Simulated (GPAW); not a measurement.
# Si K-edge XANES of Si2Mo (I4/mmm), part 2 of 3

Aim: the dependence of the Si K near-edge features of Si2Mo (I4/mmm) on volume.

GPAW 26.7.0; X-ray absorption from dipole matrix elements to empty bands, plane-wave PAW LDA.

So far. Step 2 (Ground state of the crystal): The mesh shows no gap, so the system is treated as a metal and the core electron is put at the Fermi level (neutral cell).

The database entry behind the starting cell is an old determination (1927), so it need not match the best structure at ambient conditions.

## (4) Spectrum with XCH, Si atom 2

The holes are 6.4 Å apart. In GPAW the data set carries the hole's charge, so charge=0 means a charged cell and charge=-1 a neutral one. The excited electron is kept in the cell, where it fills the lowest empty states and screens the hole. After the field has converged, empty bands are computed with the density fixed and the dipole matrix elements are summed.

The absorber has 4 Si at 2.61 Å, 5 Mo at 2.62 Å, 1 Si at 2.63 Å and 4 Si at 3.20 Å (14-fold, site symmetry 4mm).

Input file xas.py:

```python
import numpy as np
from ase import Atoms
from ase.parallel import parprint, paropen
from gpaw import GPAW, PW, FermiDirac, Mixer, MixerDif, setup_paths
from gpaw.test import gen
setup_paths.insert(0, '.')
gen('Si', name='fch1s', xcname='LDA', corehole=(1, 0, 1), write_xml=True)
from gpaw.mpi import world
world.barrier()

atoms = Atoms('Mo5Si10',
    cell=[[1.6, 4.8, -3.9305],
     [4.8, -1.6, -3.9305],
     [-1.6, -4.8, -3.9305]],
    scaled_positions=[[0, 0, 0],
     [0.2, 0.4, 0.4],
     [0.6, 0.2, 0.2],
     [0.4, 0.8, 0.8],
     [0.8, 0.6, 0.6],
     [0.333, 0, 0.333],
     [0.533, 0.4, 0.733],
     [0.933, 0.2, 0.533],
     [0.733, 0.8, 0.133],
     [0.133, 0.6, 0.933],
     [0.667, 0, 0.667],
     [0.867, 0.4, 0.067],
     [0.267, 0.2, 0.867],
     [0.067, 0.8, 0.467],
     [0.467, 0.6, 0.267]],
    pbc=True)
atoms.calc = calc = GPAW(legacy_gpaw=True, mode=PW(430, force_complex_dtype=True), xc='LDA', setups={5: 'fch1s'},
    kpts={'size': (5, 5, 5), 'gamma': True}, occupations=FermiDirac(0.1),
    charge=-1, mixer=Mixer(0.1, 5, 50), maxiter=150,
    convergence={'density': 0.0001, 'eigenstates': 1e-6}, txt='scf.txt')
energy = atoms.get_potential_energy() + calc.get_reference_energy()
ef = calc.get_fermi_level()
out = dict(energy=energy, fermi=ef, forces=atoms.get_forces().tolist())
parprint(f'all-electron energy {energy:.4f} eV, Fermi level {ef:.4f} eV')
ev = np.array([[calc.get_eigenvalues(k, s) for k in range(len(calc.get_ibz_k_points()))] for s in range(calc.get_number_of_spins())])
out['homo'], out['lumo'], out['counts'] = ev[ev < ef].max(), ev[ev > ef].min(), sorted(set((ev < ef).sum((0, 2)).tolist()))
out['filled'] = (ev[:, 0] < ef).sum(1).tolist()

from ase.units import Ha
from gpaw.xas import dipole_matrix_elements
nb = int(calc.get_number_of_electrons() / 2) + 147
top, nb = nb, nb + 8 + nb // 12
nscf = calc.fixed_density(kpts={'size': (7, 7, 7), 'gamma': True}, nbands=nb,
    convergence={'bands': top, 'eigenstates': 5e-3}, maxiter=60, txt='nscf.txt')
cell = atoms.cell.array
ops = [cell.T @ U.T @ np.linalg.inv(cell.T) for U in nscf.wfs.kd.symmetry.op_scc]
E = np.arange(-6, 34, 0.1)
fwhm = np.interp(E, [4, 25], [0.9, 3.5])
Y, X, zero, highest = 0, 0, 1e9, 1e9
for spin in range(nscf.get_number_of_spins()):
    wfs = nscf.wfs
    mine = wfs.bd.get_slice()  # this rank's bands
    A = dipole_matrix_elements(wfs.setups[5])
    eps = np.zeros((wfs.kd.nibzkpts, nb))
    d = np.zeros((3, A.shape[1], wfs.kd.nibzkpts, nb), complex)
    for kpt in wfs.kpt_u:
        if kpt.s == spin and 5 in kpt.P_ani:
            eps[kpt.k, mine] = kpt.eps_n * Ha
            d[:, :, kpt.k, mine] = (kpt.weight * wfs.nspins / 2) ** 0.5 * np.inner(A, kpt.P_ani[5])
    world.sum(eps)
    world.sum(d)
    T = np.einsum('amkn,bmkn->abkn', d, d.conj()).real
    T = sum(np.einsum('ai,ijkn,bj->abkn', R, T, R) for R in ops) / len(ops)
    empty = eps > ef
    zero, highest = min(zero, eps[empty].min()), min(highest, eps[:, top - 1].min())
    lines = [(eps, T, empty)] if spin == 0 else lines + [(eps, T, empty)]
for eps, T, empty in lines:
    f = np.einsum('aakn->akn', T).reshape(3, -1)
    x = eps.ravel() - zero
    w = np.interp(x, E, fwhm) / 2.35482
    g = np.exp(-0.5 * ((E[:, None] - x) / w) ** 2) / (w * (2 * np.pi) ** 0.5)
    Y = Y + (f * empty.ravel()) @ g.T
    X = X + (f * ~empty.ravel()) @ g.T
out.update(E=E.round(2).tolist(), xas=Y.tolist(), xes=X.tolist(), zero=zero, valid=highest - zero, nk=len(eps), nb=nb)
for i in range(0, len(E), 10):
    parprint(f'{E[i]:7.2f}', *(f'{v:10.3e}' for v in Y[:, i]))
import json
with paropen('out.json', 'w') as f:
    json.dump(out, f)
```

Started as:

```
> OMP_NUM_THREADS=1 mpirun -n 4 gpaw python xas.py
```

Numbers of over 12 decimals in the logs are rounded to 6 here.

The program printed:

```text
Input parameters:
  charge: -1
  convergence: {density: 0.0001,
                eigenstates: 1e-06}
  kpts: {gamma: True,
         size: (5, 5, 5)}
  maxiter: 150
  mixer: {backend: pulay,
          beta: 0.1,
          method: separate,
          nmaxold: 5,
          weight: 50}
  mode: {ecut: 430.0,
         force_complex_dtype: True,
         name: pw}
  occupations: {fixmagmom: False,
                name: fermi-dirac,
                width: 0.1}
  setups: {5: fch1s}

Initialize ...

[... PAW data sets ...]

Reference energy: -626832.605542  # eV

Spin-paired calculation

[... convergence settings ...]
Symmetries present (total): 4
  [... symmetry matrices ...]

125 k-points: 5 x 5 x 5 Monkhorst-Pack grid
21 k-points in the irreducible part of the Brillouin zone
       k-points in crystal coordinates                weights
   0:     0.00000000    0.00000000    0.00000000          1/125
   1:     0.20000000    0.00000000   -0.20000000          4/125
   2:     0.20000000    0.20000000   -0.20000000          4/125
   3:     0.20000000    0.20000000    0.00000000          8/125
   4:     0.20000000    0.20000000    0.20000000          2/125
   5:     0.40000000   -0.20000000   -0.40000000          4/125
   6:     0.40000000   -0.20000000    0.00000000          8/125
   7:     0.40000000   -0.20000000    0.20000000          8/125
   8:     0.40000000    0.00000000   -0.40000000          4/125
   9:     0.40000000    0.00000000   -0.20000000          8/125
          ...
  20:     0.40000000    0.40000000    0.40000000          2/125

Wave functions: Plane wave expansion
  Cutoff energy: 430.000 eV
  Number of coefficients (min, max): 4056, 4101
  Pulay-stress correction: 0.000000 eV/Ang^3 (de/decut=0.000000)
  Using FFTW library
  Wavefunction extrapolation:
    Improved wavefunction reuse through dual PAW basis

Occupation numbers: Fermi-Dirac:
  width: 0.1000  # eV

Eigensolver
   Davidson(niter=2)

Densities:
  Coarse grid: 32*32*32 grid
  Fine grid: 64*64*64 grid
  Total Charge: 0.000000

Density mixing:
  Method: separate
  Backend: pulay
  Linear mixing parameter: 0.1
  old densities: 5
  Width of damping distribution: 1.1
  Damping of long wavelength oscillations: 50

[... Hamiltonian set-up ...]
Number of atoms: 15
Number of atomic orbitals: 105
Number of bands in calculation: 71
Number of valence electrons: 111
Bands to converge: occupied

... initialized

Initializing position-dependent things.

Density initialized from atomic densities
Creating initial wave functions:
  71 bands from LCAO basis set

          Mo

          Si
               Mo   Si
             Mo
          Si      Si
               Si      Si
        Si      Si
             Si
                  Mo
           Si   Mo

Atomic positions and initial magnetic moments

Positions:
   0 Mo     0.000000    0.000000    0.000000    ( 0.0000,  0.0000,  0.0000)
   1 Mo     1.600000   -1.600000   -3.930500    ( 0.0000,  0.0000,  0.0000)
   2 Mo     1.600000    1.600000   -3.930500    ( 0.0000,  0.0000,  0.0000)
   3 Mo     3.200000   -3.200000   -7.861000    ( 0.0000,  0.0000,  0.0000)
   4 Mo     3.200000    0.000000   -7.861000    ( 0.0000,  0.0000,  0.0000)
   5 Si    -0.000000    0.000000   -2.617713    ( 0.0000,  0.0000,  0.0000)
   6 Si     1.600000   -1.600000   -6.548213    ( 0.0000,  0.0000,  0.0000)
[...]
12 Si    -0.000000   -3.200000   -5.243287    ( 0.0000,  0.0000,  0.0000)
  13 Si     3.200000   -3.200000   -5.243287    ( 0.0000,  0.0000,  0.0000)
  14 Si     3.200000    0.000000   -5.243287    ( 0.0000,  0.0000,  0.0000)

Unit cell:
           periodic     x           y           z      points  spacing
  1. axis:    yes    1.600000    4.800000   -3.930500    32     0.1654
  2. axis:    yes    4.800000   -1.600000   -3.930500    32     0.1581
  3. axis:    yes   -1.600000   -4.800000   -3.930500    32     0.1654

  Lengths:   6.406936   6.406936   6.406936
  Angles:   67.892069 104.317501  67.892069

Effective grid spacing dv^(1/3) = 0.1831

iter:   1  -149.437816
iter:   2  -144.393436   -0.62  -1.06
iter:   3  -140.628567   -0.46  -1.14
iter:   4  -141.106861   -1.72  -1.30
iter:   5  -140.330934   -1.53  -1.35
iter:   6  -140.493135   -1.44  -1.92
iter:   7  -140.263988   -2.31  -2.05
iter:   8  -140.259291   -2.70  -2.39
iter:   9  -140.258554c  -3.95  -2.64
iter:  10  -140.258011c  -4.13  -2.79
iter:  11  -140.257823c  -4.79  -3.12
iter:  12  -140.257659c  -4.77  -3.26
iter:  13  -140.257633c  -6.20c -3.62
iter:  14  -140.257623c  -6.25c -3.65
iter:  15  -140.257632c  -6.56c -3.85
iter:  16  -140.257626c  -6.48c -4.08c

Converged after 16 iterations.

Dipole moment: (0.000000, 0.000000, 0.030673) |e|*Ang

Energy contributions relative to reference atoms: (reference = -626832.605542)

Kinetic:        +14.091242
Potential:      -19.249251
External:        +0.000000
XC:            -133.639510
Entropy (-ST):   -0.115486
Local:           -1.402364
SIC:             +0.000000
--------------------------
Free energy:   -140.315369
Extrapolated:  -140.257626

Showing only first 2 kpts
 Kpt  Band  Eigenvalues  Occupancy
  0    53     10.65608    2.00000
  0    54     12.33233    0.31337
  0    55     12.89313    0.00136
  0    56     12.89313    0.00136

  1    53     11.43055    1.99870
  1    54     11.52963    1.99649
  1    55     12.19227    0.85966
[...]
Fermi level: 12.16401

No gap
No difference between direct/indirect transitions

Forces in eV/Ang:
  0 Mo    0.00000    0.00000   -0.45902
  1 Mo   -0.22214    0.36266    0.24378
  2 Mo   -0.36266   -0.22214    0.24378
  3 Mo    0.36266    0.22214    0.24378
  4 Mo    0.22214   -0.36266    0.24378
  5 Si    0.00000   -0.00000   -0.60064
  6 Si   -0.15070    0.00991   -0.29400
[...]
12 Si    0.12465    0.14329    0.34957
 13 Si   -0.12465   -0.14329    0.34957
 14 Si   -0.14329    0.12465    0.34957
Scalar-relativistic atomic LDA calculation for Si (Silicon, Z=14)
Core hole in 1s state (1s occupation: 1.0)
450 radial gridpoints.
|------------------------------------------------|
|------------------------------------------------|
[... the atom generator's iteration count ...]

Energy contributions:
-------------------------
Kinetic:     +220.780583
XC:           -16.024777
Potential:   -425.439960
-------------------------
Total:       -220.684154

state      eigenvalue         ekin         rmax
-----------------------------------------------
1s^1.0 :   -70.908741    95.421565        0.072
2s^2.0 :    -6.456485    14.802915        0.434
2p^6.0 :    -4.992185    14.606350        0.356
3s^2.0 :    -0.832237     2.282916        1.576
3p^2.0 :    -0.531202     1.774628        1.742
-----------------------------------------------
(units: Bohr and Hartree)

Generating PAW setup
Kinetic energy of the core from tauc = 213.098295270902
Cutoffs:
rc(s)=2.000
rc(p)=2.000
rc(d)=2.000
rc(vbar)=1.800
rc(comp)=2.000
rc(nct)=2.000

Kinetic energy of the core states: 212.665494
Charge: 1.0
Core electrons: 9.0
Valence electrons: 4.0
Pseudo-core charge: 0.076274
Shape function alpha=2.500
Pseudo-electron charge 4.459138
state    eigenvalue         norm
--------------------------------
3s(2) :    -0.832237     1.189334
*s    :     0.167763
3p(2) :    -0.531202     1.002098
*p    :     0.468798
*d    :     0.000000
--------------------------------

Diagonalizing with gridspacing h=0.050

state   all-electron     PAW
-------------------------------
3s:      -0.832237    -0.832487
3p:      -0.531202    -0.531501
*d:                   -0.147046
*f:                   -0.019078
-------------------------------
all-electron energy -626972.8632 eV, Fermi level 12.1640 eV
[...]
31.00  4.370e-06  4.370e-06  5.405e-06
  32.00  4.549e-06  4.549e-06  5.096e-06
  33.00  4.826e-06  4.826e-06  4.825e-06
```

Run time: 4.5 min. Hardware: 4 MPI ranks of Arm Neoverse V2, shared host; peak memory 0.67 GiB; 18 min of CPU time.

The Si K spectrum, Si atom 2, excited-electron core hole (neutral cell) (energy from the lowest empty level; intensity scaled to a mean of 1 over the first 20 eV; polarised curves are means over the symmetry-equivalent atoms):

```csv
E (eV),isotropic,ε ⊥ c,ε ∥ c
-2.0,0.00,0.00,0.00
-1.5,0.00,0.00,0.00
-1.0,0.00,0.00,0.00
-0.5,0.06,0.07,0.03
0.0,0.33,0.42,0.16
0.5,0.74,0.94,0.33
1.0,1.09,1.36,0.56
1.5,1.32,1.53,0.91
2.0,1.32,1.43,1.12
2.5,1.41,1.43,1.36
3.0,1.63,1.54,1.82
3.5,1.70,1.55,1.99
4.0,1.71,1.53,2.08
4.5,1.54,1.42,1.78
5.0,1.49,1.43,1.62
5.5,1.49,1.43,1.62
6.0,1.48,1.38,1.69
6.5,1.43,1.29,1.70
7.0,1.30,1.16,1.58
7.5,1.16,1.03,1.42
8.0,1.10,1.03,1.25
8.5,1.06,1.06,1.05
9.0,1.00,1.06,0.88
9.5,0.95,1.03,0.80
10.0,0.91,0.98,0.77
10.5,0.87,0.92,0.77
11.0,0.82,0.84,0.77
11.5,0.78,0.79,0.78
12.0,0.77,0.76,0.79
12.5,0.76,0.74,0.78
13.0,0.73,0.72,0.76
13.5,0.69,0.67,0.73
14.0,0.64,0.61,0.68
14.5,0.59,0.57,0.63
15.0,0.57,0.55,0.61
15.5,0.58,0.56,0.63
16.0,0.62,0.58,0.69
16.5,0.66,0.61,0.77
17.0,0.70,0.64,0.83
17.5,0.73,0.67,0.84
18.0,0.74,0.71,0.81
18.5,0.75,0.75,0.75
19.0,0.75,0.78,0.68
19.5,0.75,0.80,0.64
20.0,0.74,0.81,0.60
20.5,0.73,0.81,0.58
21.0,0.72,0.80,0.56
21.5,0.70,0.78,0.54
22.0,0.67,0.75,0.52
22.5,0.65,0.72,0.50
23.0,0.62,0.69,0.48
23.5,0.60,0.67,0.47
24.0,0.60,0.66,0.47
24.5,0.60,0.66,0.48
25.0,0.62,0.68,0.50
25.5,0.64,0.69,0.53
26.0,0.67,0.71,0.58
26.5,0.70,0.73,0.63
27.0,0.72,0.74,0.69
27.5,0.75,0.75,0.75
28.0,0.78,0.75,0.82
28.5,0.80,0.76,0.87
29.0,0.81,0.76,0.92
29.5,0.82,0.76,0.95
30.0,0.83,0.76,0.97
30.5,0.83,0.77,0.97
31.0,0.84,0.77,0.96
```

Main maxima below 24 eV (height): 3.9 eV (1.73) and 18.9 eV (0.75). A K edge sees empty p states on the absorber.

The total-energy difference is 1843.85 eV. One term is added: -14.86 eV, since the hole is spin-paired here and a spin-polarised one costs that much less in the free atom (computed apart). The photon energy is then 1828.99 eV. The tabulated edge of the element is 1839 eV. The functional leaves an error in such absolute values: in the free atom LDA prices this hole 7.8 eV below PBE (computed apart), and PBE is itself good to a few eV.

## (5) Reference energy of the supercell

The cell changes for the next run, so it gets a reference energy of its own.

The cell differs from the one that the last finished run ended in (a 6.407 → 6.276 Å, b 6.407 → 6.276 Å, c 6.407 → 6.276 Å).

Input file scf.py:

```python
import numpy as np
from ase import Atoms
from ase.parallel import parprint, paropen
from gpaw import GPAW, PW, FermiDirac, Mixer, MixerDif, setup_paths
from gpaw.test import gen
setup_paths.insert(0, '.')
gen('Si', name='nch1s', xcname='LDA', corehole=(1, 0, 0), write_xml=True)
from gpaw.mpi import world
world.barrier()

atoms = Atoms('Mo5Si10',
    cell=[[1.56733777, 4.70201332, -3.8502632],
     [4.70201332, -1.56733777, -3.8502632],
     [-1.56733777, -4.70201332, -3.8502632]],
    scaled_positions=[[0, 0, 0],
     [0.2, 0.4, 0.4],
     [0.6, 0.2, 0.2],
     [0.4, 0.8, 0.8],
     [0.8, 0.6, 0.6],
     [0.333, 0, 0.333],
     [0.533, 0.4, 0.733],
     [0.933, 0.2, 0.533],
     [0.733, 0.8, 0.133],
     [0.133, 0.6, 0.933],
     [0.667, 0, 0.667],
     [0.867, 0.4, 0.067],
     [0.267, 0.2, 0.867],
     [0.067, 0.8, 0.467],
     [0.467, 0.6, 0.267]],
    pbc=True)
atoms.calc = calc = GPAW(legacy_gpaw=True, mode=PW(430, force_complex_dtype=True), xc='LDA', setups={5: 'nch1s'},
    kpts={'size': (5, 5, 5), 'gamma': True}, occupations=FermiDirac(0.1),
    charge=0, mixer=Mixer(0.1, 5, 50), maxiter=150,
    convergence={'density': 0.0001, 'eigenstates': 1e-6}, txt='scf.txt')
energy = atoms.get_potential_energy() + calc.get_reference_energy()
ef = calc.get_fermi_level()
out = dict(energy=energy, fermi=ef, forces=atoms.get_forces().tolist())
parprint(f'all-electron energy {energy:.4f} eV, Fermi level {ef:.4f} eV')
ev = np.array([[calc.get_eigenvalues(k, s) for k in range(len(calc.get_ibz_k_points()))] for s in range(calc.get_number_of_spins())])
out['homo'], out['lumo'], out['counts'] = ev[ev < ef].max(), ev[ev > ef].min(), sorted(set((ev < ef).sum((0, 2)).tolist()))
out['filled'] = (ev[:, 0] < ef).sum(1).tolist()
import json
with paropen('out.json', 'w') as f:
    json.dump(out, f)
```

Started as:

```
> OMP_NUM_THREADS=1 mpirun -n 4 gpaw python scf.py
```

The program printed:

```text
Input parameters:
  convergence: {density: 0.0001,
                eigenstates: 1e-06}
  kpts: {gamma: True,
         size: (5, 5, 5)}
  maxiter: 150
  mixer: {backend: pulay,
          beta: 0.1,
          method: separate,
          nmaxold: 5,
          weight: 50}
  mode: {ecut: 430.0,
         force_complex_dtype: True,
         name: pw}
  occupations: {fixmagmom: False,
                name: fermi-dirac,
[...]
3s(2) :    -0.399754     1.114161
*s    :     0.600246
3p(2) :    -0.152955     1.005401
*p    :     0.847045
*d    :     0.000000
--------------------------------

Diagonalizing with gridspacing h=0.050

state   all-electron     PAW
-------------------------------
3s:      -0.399754    -0.399911
3p:      -0.152955    -0.153089
*d:                    0.032715
*f:                    0.069217
-------------------------------
all-electron energy -628816.6254 eV, Fermi level 12.8223 eV
[key lines of the parts left out:]
Converged after 17 iterations.
Dipole moment: (-0.000000, 0.000000, 0.000000) |e|*Ang
Free energy:   -130.452788
Fermi level: 12.82228
```

Run time: 47 s. Hardware: 4 MPI ranks; peak memory 0.31 GiB; 3.1 min of CPU time.

Reference energy: -628816.625 eV with the cores included.

## (6) Spectrum with XCH, Si atom 2

Shorter bonds are expected to push antibonding states and scattering resonances up, and longer ones down; the cell is scaled to test that.

Changed against the first core-hole run: volume scale from 1 to 0.94.

xas.py, as its differences from that of step 4:

```diff
@@ -11,5 +11,5 @@
 atoms = Atoms('Mo5Si10',
-    cell=[[1.6, 4.8, -3.9305],
-     [4.8, -1.6, -3.9305],
-     [-1.6, -4.8, -3.9305]],
+    cell=[[1.56733777, 4.70201332, -3.8502632],
+     [4.70201332, -1.56733777, -3.8502632],
+     [-1.56733777, -4.70201332, -3.8502632]],
     scaled_positions=[[0, 0, 0],
@@ -44,3 +44,3 @@
 from gpaw.xas import dipole_matrix_elements
-nb = int(calc.get_number_of_electrons() / 2) + 147
+nb = int(calc.get_number_of_electrons() / 2) + 140
 top, nb = nb, nb + 8 + nb // 12
```

Started as:

```
> OMP_NUM_THREADS=1 mpirun -n 4 gpaw python xas.py
```

The program printed:

```text
Input parameters:
  charge: -1
  convergence: {density: 0.0001,
                eigenstates: 1e-06}
  kpts: {gamma: True,
         size: (5, 5, 5)}
  maxiter: 150
  mixer: {backend: pulay,
          beta: 0.1,
          method: separate,
          nmaxold: 5,
          weight: 50}
  mode: {ecut: 430.0,
         force_complex_dtype: True,
         name: pw}
  occupations: {fixmagmom: False,
[...]
*p    :     0.468798
*d    :     0.000000
--------------------------------

Diagonalizing with gridspacing h=0.050

state   all-electron     PAW
-------------------------------
3s:      -0.832237    -0.832487
3p:      -0.531202    -0.531501
*d:                   -0.147046
*f:                   -0.019078
-------------------------------
all-electron energy -626972.8045 eV, Fermi level 13.1697 eV
[...]
32.00  4.462e-06  4.462e-06  5.596e-06
  33.00  4.525e-06  4.525e-06  5.314e-06
[key lines of the parts left out:]
Converged after 15 iterations.
Dipole moment: (-0.000000, 0.000000, 0.033897) |e|*Ang
Free energy:   -140.251022
Fermi level: 13.16966
```

Wall time 3.7 min (4 MPI ranks); peak memory 0.65 GiB.

```csv
E (eV),first run,this run
-2.0,0.00,0.00
-1.0,0.00,0.00
0.0,0.33,0.32
1.0,1.09,1.00
2.0,1.32,1.29
3.0,1.63,1.45
4.0,1.71,1.65
5.0,1.49,1.45
6.0,1.48,1.45
7.0,1.30,1.37
8.0,1.10,1.12
9.0,1.00,1.11
10.0,0.91,1.02
11.0,0.82,0.89
12.0,0.77,0.79
13.0,0.73,0.76
14.0,0.64,0.70
15.0,0.57,0.61
16.0,0.62,0.58
17.0,0.70,0.64
18.0,0.74,0.72
19.0,0.75,0.75
20.0,0.74,0.76
21.0,0.72,0.74
22.0,0.67,0.71
23.0,0.62,0.65
24.0,0.60,0.60
25.0,0.62,0.58
26.0,0.67,0.60
27.0,0.72,0.66
28.0,0.78,0.71
29.0,0.81,0.77
30.0,0.83,0.82
31.0,0.84,0.86
```

Against the first run the r.m.s. difference is 6 %. The highest intensity below 16 eV goes from 3.9 eV (1.73) to 4.1 eV (1.66).

The photon energy of the zero moves by -0.03 eV.

## (7) Reference energy of the supercell

The cell changes for the next run, so it gets a reference energy of its own.

The cell differs from the one that the last finished run ended in (a 6.276 → 6.342 Å, b 6.276 → 6.342 Å, c 6.276 → 6.342 Å).

scf.py, as its differences from that of step 5:

```diff
@@ -11,5 +11,5 @@
 atoms = Atoms('Mo5Si10',
-    cell=[[1.56733777, 4.70201332, -3.8502632],
-     [4.70201332, -1.56733777, -3.8502632],
-     [-1.56733777, -4.70201332, -3.8502632]],
+    cell=[[1.58383728, 4.75151184, -3.89079527],
+     [4.75151184, -1.58383728, -3.89079527],
+     [-1.58383728, -4.75151184, -3.89079527]],
     scaled_positions=[[0, 0, 0],
```

Started as:

```
> OMP_NUM_THREADS=1 mpirun -n 4 gpaw python scf.py
```

The program printed:

```text
Input parameters:
  convergence: {density: 0.0001,
                eigenstates: 1e-06}
  kpts: {gamma: True,
         size: (5, 5, 5)}
  maxiter: 150
  mixer: {backend: pulay,
          beta: 0.1,
          method: separate,
          nmaxold: 5,
          weight: 50}
  mode: {ecut: 430.0,
         force_complex_dtype: True,
         name: pw}
  occupations: {fixmagmom: False,
                name: fermi-dirac,
[...]
3s(2) :    -0.399754     1.114161
*s    :     0.600246
3p(2) :    -0.152955     1.005401
*p    :     0.847045
*d    :     0.000000
--------------------------------

Diagonalizing with gridspacing h=0.050

state   all-electron     PAW
-------------------------------
3s:      -0.399754    -0.399911
3p:      -0.152955    -0.153089
*d:                    0.032715
*f:                    0.069217
-------------------------------
all-electron energy -628816.8052 eV, Fermi level 12.3415 eV
[key lines of the parts left out:]
Converged after 16 iterations.
Dipole moment: (-0.000000, 0.000000, 0.000000) |e|*Ang
Free energy:   -130.634483
Fermi level: 12.34146
```

The job ended after 45 s (4 MPI ranks; peak memory 0.31 GiB).

Reference energy: -628816.805 eV with the cores included.

[end of part 2 of 3]

[Banner, clock and machine lines of the logs are left out without a mark of their own.]

[Logs are printed without paths, hosts, clocks, repeated set-up lines and the standing remarks that a program may print on its own settings, such as how far it seeks lower states.]

[Hosts, paths, dates, database ids (printed as entryN), source tags and the programs' standing remarks are cut or masked in the printed files.]

[Lists of maxima count a maximum above −3 eV only where it reaches 4 % of the highest in the window and stands out from its surroundings by 2 % of it (1.5 % where it reaches 55 %); shoulders and weaker maxima are passed over, and of the rest the first, up to two pre-edge ones and the few strongest are named.]
